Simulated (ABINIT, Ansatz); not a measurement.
# BaTiO3 (P4mm): G0W0 on several meshes in ABINIT, part 2 of 2

Wanted: mesh dependence and cost of G0W0 for BaTiO3 (P4mm).

ABINIT 10.8.3; PBE and many-body steps on it, plane waves. Known limits of the many-body steps: not at the basis limit; no spin-orbit coupling; coarse k mesh.

So far. Step 4 (4×4×4): The gap on the mesh goes from 1.85 eV to 3.35 eV, a correction of +1.50 eV. Step 5 (Empty states on the mesh, 2×2×2 mesh, 148 bands): On this mesh the gap is 1.851 eV.

## Step 7: 2×2×2

This step: G0W0 on PBE, plane waves, norm-conserving pseudopotentials.

Contents of run.abi:

```
acell 3*1.0 Angstrom
rprim 
  3.990480000000 0.000000000000 0.000000000000
  0.000000000000 3.990480000000 0.000000000000
  0.000000000000 0.000000000000 4.023030000000
ntypat 3
znucl 56 22 8
natom 5
typat 1 2 3 3 3
xred 
  0.000000000000 0.000000000000 0.000000000000
  0.500000000000 0.500000000000 0.522000000000
  0.500000000000 0.500000000000 0.979000000000
  0.500000000000 0.000000000000 0.488000000000
  0.000000000000 0.500000000000 0.488000000000
pp_dirpath "pseudos"
pseudos "Ba.upf, Ti.upf, O.upf"
ecut 38
ngkpt 2 2 2
nshiftk 1
shiftk 0 0 0
kptopt 1
chksymbreak 0
istwfk *1
occopt 1
irdwfk 1
optdriver 4
nband 140
gwcalctyp 0
ecutsigx 38
symsigma 1
nkptgw 2
kptgw 
  0.5000000000 0.5000000000 0.5000000000
  0.0000000000 0.0000000000 0.0000000000
bdgw 
  18 23
  19 23
ecuteps 5.2
irdscr 1
ppmodel 1
indata_prefix "in"
outdata_prefix "out"
tmpdata_prefix "tmp"
```

On the command line:

```bash
> OMP_NUM_THREADS=1 mpirun -n 4 abinit run.abi > log
```

The program printed:

```text
.Version 10.8.3 of ABINIT. v10.8.2 released Aug 2026.

 Symmetries : space group P4 m m (# 99); Bravais tP (primitive tetrag.)
[... echo of the input left out ...]
== DATASET  1 ==================================================================
-   mpi_nproc: 4, omp_nthreads: 1 (-1 if OMP is not activated)

--- !DatasetInfo
iteration_state: {dtset: 1, }
dimensions: {natom: 5, nkpt: 6, mband: 140, nsppol: 1, nspinor: 1, nspden: 1, mpw: 4868, }
cutoff_energies: {ecut:  38.0, pawecutdg:  -1.0, }
electrons: {nelect:   4.00000000E+01, charge:   0.00000000E+00, occopt:   1.00000000E+00, tsmear:   1.00000000E-02, }

 SIGMA: Calculation of the GW corrections

 Based on a program developped by R.W. Godby, V. Olevano, G. Onida, and L. Reining.
 Incorporated in ABINIT by V. Olevano, G.-M. Rignanese, and M. Torrent.
.Using double precision arithmetic ; gwpc =  8

[... cell and pseudopotentials left out ...]
--------------------------------------------------------------------------------

 ==== K-mesh for the wavefunctions ====
 Number of points in the irreducible wedge :     6
[... list of points left out ...]
 Together with  8 symmetry operations and time-reversal symmetry
 yields     8 points in the full Brillouin Zone.

 ==== Q-mesh for screening function ====
 Number of points in the irreducible wedge :     6
[... list of points left out ...]
 Together with  8 symmetry operations and time-reversal symmetry
 yields     8 points in the full Brillouin Zone.

 vcoul_init : cutoff-mode = AUXILIARY_FUNCTION
 q-points for optical limit:   1
     1)      0.000010    0.000020    0.000030
 setmesh: FFT mesh size selected  =    45x   45x   45
          total number of points  =        91125

 Number of electrons calculated from density =   40.0000; Expected =   40.0000
[...]
number of omega for Sigma on real axis              0
 max omega for Sigma on real axis  [eV]           0.00
 zcut for avoiding poles [eV]                     0.10

 EPSILON^-1 parameters (SCR file):
 dimension of the eps^-1 matrix on file            251
 dimension of the eps^-1 matrix used               251
 number of plane-waves for wavefunctions          4865
 number of bands                                   140
 number of q-points in IBZ                           6
 number of frequencies                               2
 number of real frequencies                          1
 number of imag frequencies                          1

 matrix elements of self-energy operator (all in [eV])

 Perturbative Calculation

--- !SelfEnergy_ee
iteration_state: {dtset: 1, }
kpoint     : [   0.500,    0.500,    0.500, ]
spin       : 1
KS_gap     :    4.248
QP_gap     :    6.099
Delta_QP_KS:    1.851
data: !SigmaeeData |
     Band     E0 <VxcDFT>   SigX SigC(E0)      Z dSigC/dE  Sig(E)    E-E0       E
       18   6.542 -19.990 -24.733   4.961   0.768  -0.302 -19.823   0.167   6.709
       19   6.542 -19.990 -24.733   4.961   0.768  -0.302 -19.823   0.167   6.709
       20   6.718 -20.048 -24.855   5.049   0.767  -0.304 -19.862   0.186   6.904
[...]
--- !SelfEnergy_ee
iteration_state: {dtset: 1, }
kpoint     : [   0.000,    0.000,    0.000, ]
spin       : 1
KS_gap     :    2.222
QP_gap     :    3.743
Delta_QP_KS:    1.521
data: !SigmaeeData |
     Band     E0 <VxcDFT>   SigX SigC(E0)      Z dSigC/dE  Sig(E)    E-E0       E
[...]
22   8.936 -19.030 -11.742  -5.162   0.783  -0.278 -17.367   1.663  10.600
       23   8.936 -19.030 -11.742  -5.162   0.783  -0.278 -17.367   1.663  10.600

== END DATASET(S) ==============================================================
================================================================================

 -outvars: echo values of variables after computation  --------
           etotal      0.0000000000E+00
            nband         140
             nkpt           6
          spgroup          99
 [... the other variables as echoed above ...]

 Calculation completed.
```

It took 12 s on 4 MPI ranks of Arm Neoverse V1, shared host; peak memory 0.78 GiB; 46 s of CPU time.

This step gave:

* G0W0 gap on the points computed: 3.316 eV
* starting gap on the mesh: 1.851 eV
* k of the valence top: 0.5, 0.5, 0.5
* k of the conduction bottom: 0, 0, 0
* Z at the valence top: 0.767
* Z at the conduction bottom: 0.784
* least direct G0W0 gap on the computed points: 3.743 eV

Against G0W0 in ABINIT (4×4×4 mesh, 140 bands, screening to 141.5 eV, Godby-Needs plasmon pole), the gap moves by −0.039 eV.

## Step 8: The runs together

Times are wall times on 4 MPI ranks of Arm Neoverse V1, shared host, good to a factor of about two. A run's time includes the screening step that it read.

```
  run   mesh  bands  screening cutoff (eV)  DFT gap (eV)  gap on the mesh (eV)  direct (eV)  ε∞ used     time
4×4×4  4×4×4    140                  141.5         1.851                 3.355        3.740     5.80  4.7 min
2×2×2  2×2×2    140                  141.5         1.851                 3.316        3.743     7.55     39 s
```

## Step 9: Results

```json
{
  "4×4×4": "3.355 eV",
  "2×2×2": "3.316 eV",
  "known limits": "not at the basis limit; no spin-orbit coupling; coarse k mesh"
}
```

2×2×2: −0.039 eV against 4×4×4. Bands and cutoff are finite, so the gap is not at the basis limit. The miss can reach some tenths of an eV and take either sign; the mesh is an error of its own. In the G0W0 runs levels were corrected at 2 k points alone, so a gap called «on the mesh» is the least over those, and an edge elsewhere would be missed. The 4×4×4 mesh is coarse for this cell, which bears on the long-range parts of exchange and screening. The many-body steps are scalar-relativistic: spin-orbit coupling is not in them.

[Paths, hosts, dates, memory and timing lines, banners, echoed tables and standing remarks are left out of the program output.]

[Logs are printed without paths, hosts, clocks, repeated set-up lines and the standing remarks that a program may print on its own settings, such as how far it seeks lower states.]

[Runs of the session that timed out or met a known fault of the program may be left out.]

[Hosts, paths, dates, database ids (printed as entryN), source tags and the programs' standing remarks are cut or masked in the printed files.]

[G0W0 gaps are taken among the corrected bands and points alone; a level outside them can change the order at an edge.]

[Where Ansatz stands beside ABINIT at settings called matched, ABINIT's density can come from a denser mesh and the files from another edition; pairs whose starting gaps differed by over 0.03 eV were left out, so agreement reads better than it is.]
